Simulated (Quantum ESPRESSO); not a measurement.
# V (Im-3m): from the cell to the phonon bands, part 2 of 3

How does V (Im-3m) vibrate, and is this structure a minimum?

Quantum ESPRESSO 7.5; DFT LDA, scalar-relativistic, plane waves, PseudoDojo norm-conserving pseudopotentials.

So far. Step 2 (A probe with smearing): No gap opens on this mesh, so smearing is kept; the start stands at -18 GPa. Step 4 (Ground state): The cell stands at -0.014 GPa, close enough for phonons. The relaxed cell has a = 2.927 Å (conventional setting).

### 7. Phonons on a q mesh

Linear response treats each wavevector in the unit cell, with no supercell; the 4×4×4 mesh fixes the range of the force constants to be had. The change of the potential is kept for the electron-phonon matrix elements.

Input file ph.in:

```
phonons
&inputph
   prefix = 'x'
   outdir = './tmp'
   fildyn = 'x.dyn'
   tr2_ph = 1.0d-18
   alpha_mix(1) = 0.4
   nmix_ph = 8
   ldisp = .true.
   nq1 = 4
   nq2 = 4
   nq3 = 4
   electron_phonon = 'interpolated'
   fildvscf = 'dvscf'
   el_ph_sigma = 0.005
   el_ph_nsigma = 10
/
```

Command:

```console
OMP_NUM_THREADS=1 mpirun -n 4 ph.x -nk 4 -in ph.in > ph.out
```

Numbers of over 12 decimals in the logs are rounded to 6 here.

Log:

```text
[banners, grids, parts of the stress and lines that vanish by symmetry left out]
[banner, memory and clock lines left out]
Program PHONON v.7.5

     ./tmp/x.save/

     IMPORTANT: XC functional enforced from input :
     Exchange-correlation= PW
                           (   1   4   0   0   0   0   0)
     Any further DFT definition will be discarded
     Please, verify this is what you really want

     G-vector sticks info

     Reading collected, re-writing distributed wavefunctions in ./tmp/

     Dynamical matrices for ( 4, 4, 4)  uniform grid of q-points
     (   8 q-points):
       N         xq(1)         xq(2)         xq(3)
       1   0.000000000   0.000000000   0.000000000
       2   0.216506351   0.216506351   0.000000000
[...]
Number and degeneracy of irreps per q-point
       N         xq(1)         xq(2)         xq(3)   N irreps
       1   0.000000000   0.000000000   0.000000000       1
        3
       2   0.216506351   0.216506351   0.000000000       3
     No degeneracy
[...]
No degeneracy
[...]
No degeneracy
[...]
3
[...]
1   2
       7  -0.866025404  -0.216506351  -0.216506351       3
     No degeneracy
       8  -0.866025404  -0.866025404  -0.866025404       1
        3

     Saving dvscf to file. Distribute only q points, not irreducible representations.

     Calculation of q =    0.0000000   0.0000000   0.0000000

     phonons

     bravais-lattice index     =            0
     lattice parameter (alat)  =       4.7895  a.u.
     unit-cell volume          =      84.5774 (a.u.)^3
     number of atoms/cell      =            1
     number of atomic types    =            1
     kinetic-energy cut-off    =      84.0000  Ry
     charge density cut-off    =     336.0000  Ry
     convergence threshold     =      1.0E-18
     beta                      =       0.4000
     number of iterations used =            8
     Exchange-correlation= PW
                           (   1   4   0   0   0   0   0)

     celldm(1)=    4.78952  celldm(2)=    0.00000  celldm(3)=    0.00000
     celldm(4)=    0.00000  celldm(5)=    0.00000  celldm(6)=    0.00000

     crystal axes: (cart. coord. in units of alat)
               a(1) = ( -0.5774  0.5774  0.5774 )
               a(2) = (  0.5774 -0.5774  0.5774 )
               a(3) = (  0.5774  0.5774 -0.5774 )

     reciprocal axes: (cart. coord. in units 2 pi/alat)
               b(1) = (  0.0000  0.8660  0.8660 )
               b(2) = (  0.8660  0.0000  0.8660 )
               b(3) = (  0.8660  0.8660  0.0000 )

     Atoms inside the unit cell:

     Cartesian axes

     site n.  atom      mass           positions (alat units)
        1  V      50.9415   tau(    1) = (    0.00000    0.00000    0.00000  )

     Computing dynamical matrix for
                    q = (   0.0000000   0.0000000   0.0000000 )

     49 Sym.Ops. (with q -> -q+G )

     G cutoff =  195.2376  (   8781 G-vectors)     FFT grid: ( 27, 27, 27)

     number of k points=   145  Marzari-Vanderbilt smearing, width (Ry)=  0.0200

     PseudoPot. # 1 for V  read from file:
     ./pseudo/V.upf
     Pseudo is Norm-conserving + core correction, Zval = 13.0

     Mode symmetry, O_h (m-3m)  point group:

     Atomic displacements:
     There are    1 irreducible representations

     Representation     1      3 modes -  To be done

     Alpha used in Ewald sum =   2.8000

     Representation #   1 modes #   1   2   3

     Self-consistent Calculation
      iter #   1   av.it.:   9.7
      thresh= 1.000E-02 alpha_mix =  0.400 |ddv_scf|^2 =  1.492E-05
      iter #   2   av.it.:  12.9
      thresh= 3.863E-04 alpha_mix =  0.400 |ddv_scf|^2 =  1.375E-06
[...]
End of self-consistent calculation

     Convergence has been achieved

     Number of q in the star =    1
     List of q in the star:
[...]
Diagonalizing the dynamical matrix

     q = (    0.000000000   0.000000000   0.000000000 )

 **************************************************************************
     freq (    1) =      -0.085235 [THz] =      -2.843137 [cm-1]
     freq (    2) =      -0.085235 [THz] =      -2.843137 [cm-1]
     freq (    3) =      -0.085235 [THz] =      -2.843137 [cm-1]
 **************************************************************************

     Mode symmetry, O_h (m-3m)  point group:

     freq (   1-   3) =         -2.8  [cm-1]   --> T_1u G_15  G_4- I
     Electron-phonon interaction  ...

     [... narrower broadenings left out ...]
     Gaussian Broadening:   0.020 Ry, ngauss=   0
     DOS = 10.993071 states/spin/Ry/Unit Cell at Ef= 17.794051 eV
     lambda(    1)=  0.0000   gamma=    0.01 GHz
     lambda(    2)=  0.0000   gamma=    0.01 GHz
     lambda(    3)=  0.0000   gamma=    0.01 GHz
     [... wider broadenings left out ...]

     Number of q in the star =    1
     List of q in the star:
[...]
Calculation of q =    0.2165064   0.2165064   0.0000000
     [... set-up and bands at k+q left out ...]

     Mode symmetry, C_2v (mm2)  point group:

     Atomic displacements:
     There are    3 irreducible representations

     Representation     1      1 modes -  To be done

[...]
Message from routine init_vloc:
     Interpolation table for Vloc re-allocated

     Alpha used in Ewald sum =   2.8000

     Representation #   1 mode #   1

     Self-consistent Calculation

[...]
[... iterations left out ...]
[...]
End of self-consistent calculation

     Convergence has been achieved

     Representation #   2 mode #   2

[...]
[... iterations left out ...]
[...]
Convergence has been achieved

[...]
Convergence has been achieved

[...]
Diagonalizing the dynamical matrix

     q = (    0.216506351   0.216506351   0.000000000 )

[...]
freq (    1) =       2.716815 [THz] =      90.623186 [cm-1]
     freq (    2) =       3.809944 [THz] =     127.086036 [cm-1]
     freq (    3) =       5.342840 [THz] =     178.217943 [cm-1]
[...]
Mode symmetry, C_2v (mm2)  point group:

     freq (   1-   1) =         90.6  [cm-1]   --> B_2  D_4  S_4
     freq (   2-   2) =        127.1  [cm-1]   --> B_1  D_3  S_3
     freq (   3-   3) =        178.2  [cm-1]   --> A_1  D_1  S_1
     Electron-phonon interaction  ...

     [... narrower broadenings left out ...]
     Gaussian Broadening:   0.020 Ry, ngauss=   0
     DOS = 10.993071 states/spin/Ry/Unit Cell at Ef= 17.794051 eV
     lambda(    1)=  0.6281   gamma=   48.67 GHz
     lambda(    2)=  0.3211   gamma=   48.93 GHz
     lambda(    3)=  0.4593   gamma=  137.64 GHz
     [... wider broadenings left out ...]

[...]
[... set-up and bands at k+q left out ...]

     Mode symmetry, D_2h (mmm)  point group:

[...]
Convergence has been achieved

[...]
Convergence has been achieved

[...]
Convergence has been achieved

[...]
q = (   -0.433012702  -0.433012702   0.000000000 )

[...]
freq (    1) =       5.507279 [THz] =     183.703051 [cm-1]
     freq (    2) =       6.171105 [THz] =     205.845918 [cm-1]
     freq (    3) =       6.814553 [THz] =     227.309017 [cm-1]
[...]
Mode symmetry, D_2h (mmm)  point group:

     freq (   1-   1) =        183.7  [cm-1]   --> B_2u
     freq (   2-   2) =        205.8  [cm-1]   --> B_3u
     freq (   3-   3) =        227.3  [cm-1]   --> B_1u
[...]
lambda(    1)=  0.3218   gamma=  102.46 GHz
     lambda(    2)=  1.1715   gamma=  468.34 GHz
     lambda(    3)=  0.1634   gamma=   79.66 GHz
[...]
Mode symmetry, C_s (m)     point group:

[...]
Convergence has been achieved

[...]
Convergence has been achieved

[...]
Convergence has been achieved

[...]
q = (    0.433012702   0.216506351   0.216506351 )

[...]
freq (    1) =       4.282612 [THz] =     142.852573 [cm-1]
     freq (    2) =       5.079686 [THz] =     169.440093 [cm-1]
     freq (    3) =       7.241511 [THz] =     241.550793 [cm-1]
[...]
Mode symmetry, C_s (m)     point group:

     freq (   1-   1) =        142.9  [cm-1]   --> A''
     freq (   2-   2) =        169.4  [cm-1]   --> A'
     freq (   3-   3) =        241.6  [cm-1]   --> A'
[...]
lambda(    1)=  0.7656   gamma=  147.41 GHz
     lambda(    2)=  0.3938   gamma=  106.68 GHz
     lambda(    3)=  0.2600   gamma=  143.11 GHz
[...]
Mode symmetry, T_d (-43m)  point group:

[...]
Representation #   1 modes #   1   2   3

[...]
Convergence has been achieved

[...]
q = (    0.433012702   0.433012702   0.433012702 )

[...]
freq (    1) =       6.234062 [THz] =     207.945930 [cm-1]
     freq (    2) =       6.234062 [THz] =     207.945930 [cm-1]
     freq (    3) =       6.234062 [THz] =     207.945930 [cm-1]
[...]
Mode symmetry, T_d (-43m)  point group:

     freq (   1-   3) =        207.9  [cm-1]   --> T_2  G_15 P_4
[...]
lambda(    1)=  0.4611   gamma=  188.11 GHz
     lambda(    2)=  0.4689   gamma=  191.32 GHz
     lambda(    3)=  0.4640   gamma=  189.29 GHz
[...]
Mode symmetry, C_4v (4mm)  point group:

[...]
Convergence has been achieved

     Representation #   2 modes #   2   3

[...]
Convergence has been achieved

[...]
q = (    0.000000000   0.000000000   0.433012702 )

[...]
freq (    1) =       4.097507 [THz] =     136.678116 [cm-1]
     freq (    2) =       4.097507 [THz] =     136.678116 [cm-1]
     freq (    3) =       7.817171 [THz] =     260.752772 [cm-1]
[...]
Mode symmetry, C_4v (4mm)  point group:

     freq (   1-   2) =        136.7  [cm-1]   --> E    G_5 D_5
     freq (   3-   3) =        260.8  [cm-1]   --> A_1  G_1 D_1
[...]
lambda(    1)=  0.7723   gamma=  136.12 GHz
     lambda(    2)=  0.7723   gamma=  136.13 GHz
     lambda(    3)=  0.2572   gamma=  164.98 GHz
[...]
Calculation of q =   -0.8660254  -0.2165064  -0.2165064
     [... set-up and bands at k+q left out ...]

     Mode symmetry, C_2v (mm2)  point group:

     Atomic displacements:
     There are    3 irreducible representations

[...]
Representation     3      1 modes -  To be done

     Alpha used in Ewald sum =   2.8000

[...]
Convergence has been achieved

     Representation #   2 mode #   2

[...]
Convergence has been achieved

     Representation #   3 mode #   3

     Self-consistent Calculation

[...]
[... iterations left out ...]
[...]
End of self-consistent calculation

     Convergence has been achieved

[...]
Diagonalizing the dynamical matrix

     q = (   -0.866025404  -0.216506351  -0.216506351 )

[...]
freq (    1) =       5.191541 [THz] =     173.171171 [cm-1]
     freq (    2) =       6.763044 [THz] =     225.590872 [cm-1]
     freq (    3) =       7.461027 [THz] =     248.873074 [cm-1]
[...]
Mode symmetry, C_2v (mm2)  point group:

     freq (   1-   1) =        173.2  [cm-1]   --> A_1  D_1  S_1
     freq (   2-   2) =        225.6  [cm-1]   --> B_2  D_4  S_4
     freq (   3-   3) =        248.9  [cm-1]   --> B_1  D_3  S_3
     Electron-phonon interaction  ...

     [... narrower broadenings left out ...]
     Gaussian Broadening:   0.020 Ry, ngauss=   0
     DOS = 10.993071 states/spin/Ry/Unit Cell at Ef= 17.794051 eV
     lambda(    1)=  0.7044   gamma=  199.30 GHz
     lambda(    2)=  0.4858   gamma=  233.25 GHz
     lambda(    3)=  0.1284   gamma=   75.02 GHz
     [... wider broadenings left out ...]

[...]
Calculation of q =   -0.8660254  -0.8660254  -0.8660254
     [... set-up and bands at k+q left out ...]

     Mode symmetry, O_h (m-3m)  point group:

     Atomic displacements:
     There are    1 irreducible representations

     Representation     1      3 modes -  To be done

     Message from routine init_vloc:
     Interpolation table for Vloc re-allocated

     Alpha used in Ewald sum =   2.8000

     Representation #   1 modes #   1   2   3

     Self-consistent Calculation

      iter #   1   av.it.:  10.5
      thresh= 1.000E-02 alpha_mix =  0.400 |ddv_scf|^2 =  5.447E-05

      [... iterations left out ...]
      iter #   9   av.it.:  14.1
      thresh= 1.126E-09 alpha_mix =  0.400 |ddv_scf|^2 =  1.120E-19

     End of self-consistent calculation

     Convergence has been achieved

     Number of q in the star =    1
     List of q in the star:
          1  -0.866025404  -0.866025404  -0.866025404

     Diagonalizing the dynamical matrix

     q = (   -0.866025404  -0.866025404  -0.866025404 )

 **************************************************************************
     freq (    1) =       8.120341 [THz] =     270.865428 [cm-1]
     freq (    2) =       8.120341 [THz] =     270.865428 [cm-1]
     freq (    3) =       8.120341 [THz] =     270.865428 [cm-1]
 **************************************************************************

     Mode symmetry, O_h (m-3m)  point group:

     freq (   1-   3) =        270.9  [cm-1]   --> T_1u G_15  G_4-
     Electron-phonon interaction  ...

     [... narrower broadenings left out ...]
     Gaussian Broadening:   0.020 Ry, ngauss=   0
     DOS = 10.993071 states/spin/Ry/Unit Cell at Ef= 17.794051 eV
     lambda(    1)=  0.1644   gamma=  113.82 GHz
     lambda(    2)=  0.1672   gamma=  115.76 GHz
     lambda(    3)=  0.1678   gamma=  116.13 GHz
     [... wider broadenings left out ...]

     Number of q in the star =    1
     List of q in the star:
          1  -0.866025404  -0.866025404  -0.866025404


[key lines of the parts left out:]
the Fermi energy is    17.7918 ev
```

It took 45 min on 4 MPI ranks of Arm Neoverse V2, shared host.

Numbers from this step:

```yaml
largest_acoustic_frequency_at_the_zone_centre_before_the_sum_rule: -2.84 cm⁻¹
lowest_mode_on_the_q_mesh_acoustic_ones_at_the_zone_centre_apart: 90.62 cm⁻¹
```

Frequencies (cm⁻¹) at each irreducible wavevector; negative means imaginary. Frequencies by wavevector:

```csv
q (fractions),star,mode 1,mode 2,mode 3
0 0 0,1,-2.84,-2.84,-2.84
0 0 0.25,12,90.62,127.1,178.2
0 0 -0.5,6,183.7,205.8,227.3
0 0.25 0.25,24,142.8,169.4,241.6
0.25 0.25 0.25,2,207.9,207.9,207.9
0.25 0.25 -0.25,6,136.7,136.7,260.8
0.25 -0.5 -0.5,12,173.2,225.6,248.9
-0.5 -0.5 -0.5,1,270.9,270.9,270.9
```

Couplings of single modes at a Gaussian broadening of 0.02 Ry, as ph.x prints them; it sets λ to zero for modes under 20 cm⁻¹. Mode couplings:

```csv
q (fractions),mode,frequency (cm⁻¹),λ,linewidth γ (GHz)
0 0 0.25,1,90.62,0.6281,48.67
0 0 0.25,2,127.1,0.3211,48.93
0 0 0.25,3,178.2,0.4593,137.6
0 0 -0.5,1,183.7,0.3218,102.5
0 0 -0.5,2,205.8,1.171,468.3
0 0 -0.5,3,227.3,0.1634,79.66
0 0.25 0.25,1,142.8,0.7656,147.4
0 0.25 0.25,2,169.4,0.3938,106.7
0 0.25 0.25,3,241.6,0.26,143.1
0.25 0.25 0.25,1,207.9,0.4611,188.1
0.25 0.25 0.25,2,207.9,0.4689,191.3
0.25 0.25 0.25,3,207.9,0.464,189.3
0.25 0.25 -0.25,1,136.7,0.7723,136.1
0.25 0.25 -0.25,2,136.7,0.7723,136.1
0.25 0.25 -0.25,3,260.8,0.2572,165
0.25 -0.5 -0.5,1,173.2,0.7044,199.3
0.25 -0.5 -0.5,2,225.6,0.4858,233.2
0.25 -0.5 -0.5,3,248.9,0.1284,75.02
-0.5 -0.5 -0.5,1,270.9,0.1644,113.8
-0.5 -0.5 -0.5,2,270.9,0.1672,115.8
-0.5 -0.5 -0.5,3,270.9,0.1678,116.1
```

The acoustic modes at Γ come out as far as 2.8 cm⁻¹ from zero, where they should vanish, a small numerical error.

### 8. Force constants in real space

The dynamical matrices of the mesh are Fourier-transformed to force constants in real space.

Input file q2r.in:

```
&input
   fildyn = 'x.dyn'
   zasr = 'crystal'
   flfrc = 'x.fc'
   la2F = .true.
/
```

Command:

```console
q2r.x < q2r.in > q2r.out
```

Log:

```text
[banners, grids, parts of the stress and lines that vanish by symmetry left out]
[banner, memory and clock lines left out]
Program Q2R v.7.5

  reading grid info from file x.dyn0

  reading force constants from file x.dyn1
  Dielectric Tensor not found
  nqs=            1
 q=   0.00000000  0.00000000  0.00000000
  reading force constants from file x.dyn2
  nqs=           12
 q=   0.21650635  0.21650635 -0.00000000
[...]
reading force constants from file x.dyn7
  nqs=           12
[...]
q=  -0.21650635  0.21650635  0.86602540
  reading force constants from file x.dyn8
  nqs=            1
 q=  -0.86602540 -0.86602540 -0.86602540

      q-space grid ok, #points =   64

      fft-check success (sum of imaginary terms < 10^-12)

   Preparing gamma for a2F

 Broadening =      0.005
      q-space grid ok, #points =   64

      fft-check success (sum of imaginary terms < 10^-12)

 Broadening =      0.010
[...]
Broadening =      0.045
      q-space grid ok, #points =   64

      fft-check success (sum of imaginary terms < 10^-12)

 Broadening =      0.050
      q-space grid ok, #points =   64

      fft-check success (sum of imaginary terms < 10^-12)
```

It took 0.48 s on 1 thread.

### 9. Interpolated phonon bands

From the force constants any wavevector is cheap; points of the mesh come back as solved, but for the sum rule and, in polar crystals, the LO-TO term at Γ; the rest is interpolation.

Input file matdyn.in:

```
&input
   asr = 'crystal'
   flfrc = 'x.fc'
   flfrq = 'x.freq'
   flvec = 'x.modes'
   q_in_band_form = .true.
   q_in_cryst_coord = .true.
/
8
  0.0000000   0.0000000   0.0000000  12  ! GAMMA
  0.5000000  -0.5000000   0.5000000  12  ! H
  0.0000000   0.0000000   0.5000000  12  ! N
  0.0000000   0.0000000   0.0000000  12  ! GAMMA
  0.2500000   0.2500000   0.2500000  12  ! P
  0.5000000  -0.5000000   0.5000000   1  ! H
  0.2500000   0.2500000   0.2500000  12  ! P
  0.0000000   0.0000000   0.5000000   1  ! N
```

Command:

```console
matdyn.x -in matdyn.in > matdyn.out
```

Log:

```text
[banner, memory and clock lines left out]
Program MATDYN v.7.5

 mass for atomic type   1 not given; uses mass from file x.fc
 Norm of the difference between old and new effective charges:    0.000000

 Norm of the difference between old and new force-constants:   6.7485e-06

     Message from routine matdyn:
     Z* not found in file x.fc, TO-LO splitting at q=0 will be absent!
     Message from routine matdyn:
     Z* not found in file x.fc, TO-LO splitting at q=0 will be absent!

Note: The following floating-point exceptions are signalling: IEEE_UNDERFLOW_FLAG
```

Run time: 0.47 s. Hardware: 1 thread.

Numbers from this step:

```yaml
lowest_frequency_on_the_path: -51.31 cm⁻¹
```

(Part 2 of 3 ends here.)

[Host names and launcher messages were left out of these logs when they were recorded.]

[Logs are printed without paths, hosts, clocks, repeated set-up lines and the standing remarks that a program may print on its own settings, such as how far it seeks lower states.]

[Hosts, paths, dates, database ids (printed as entryN), source tags and the programs' standing remarks are cut or masked in the printed files.]
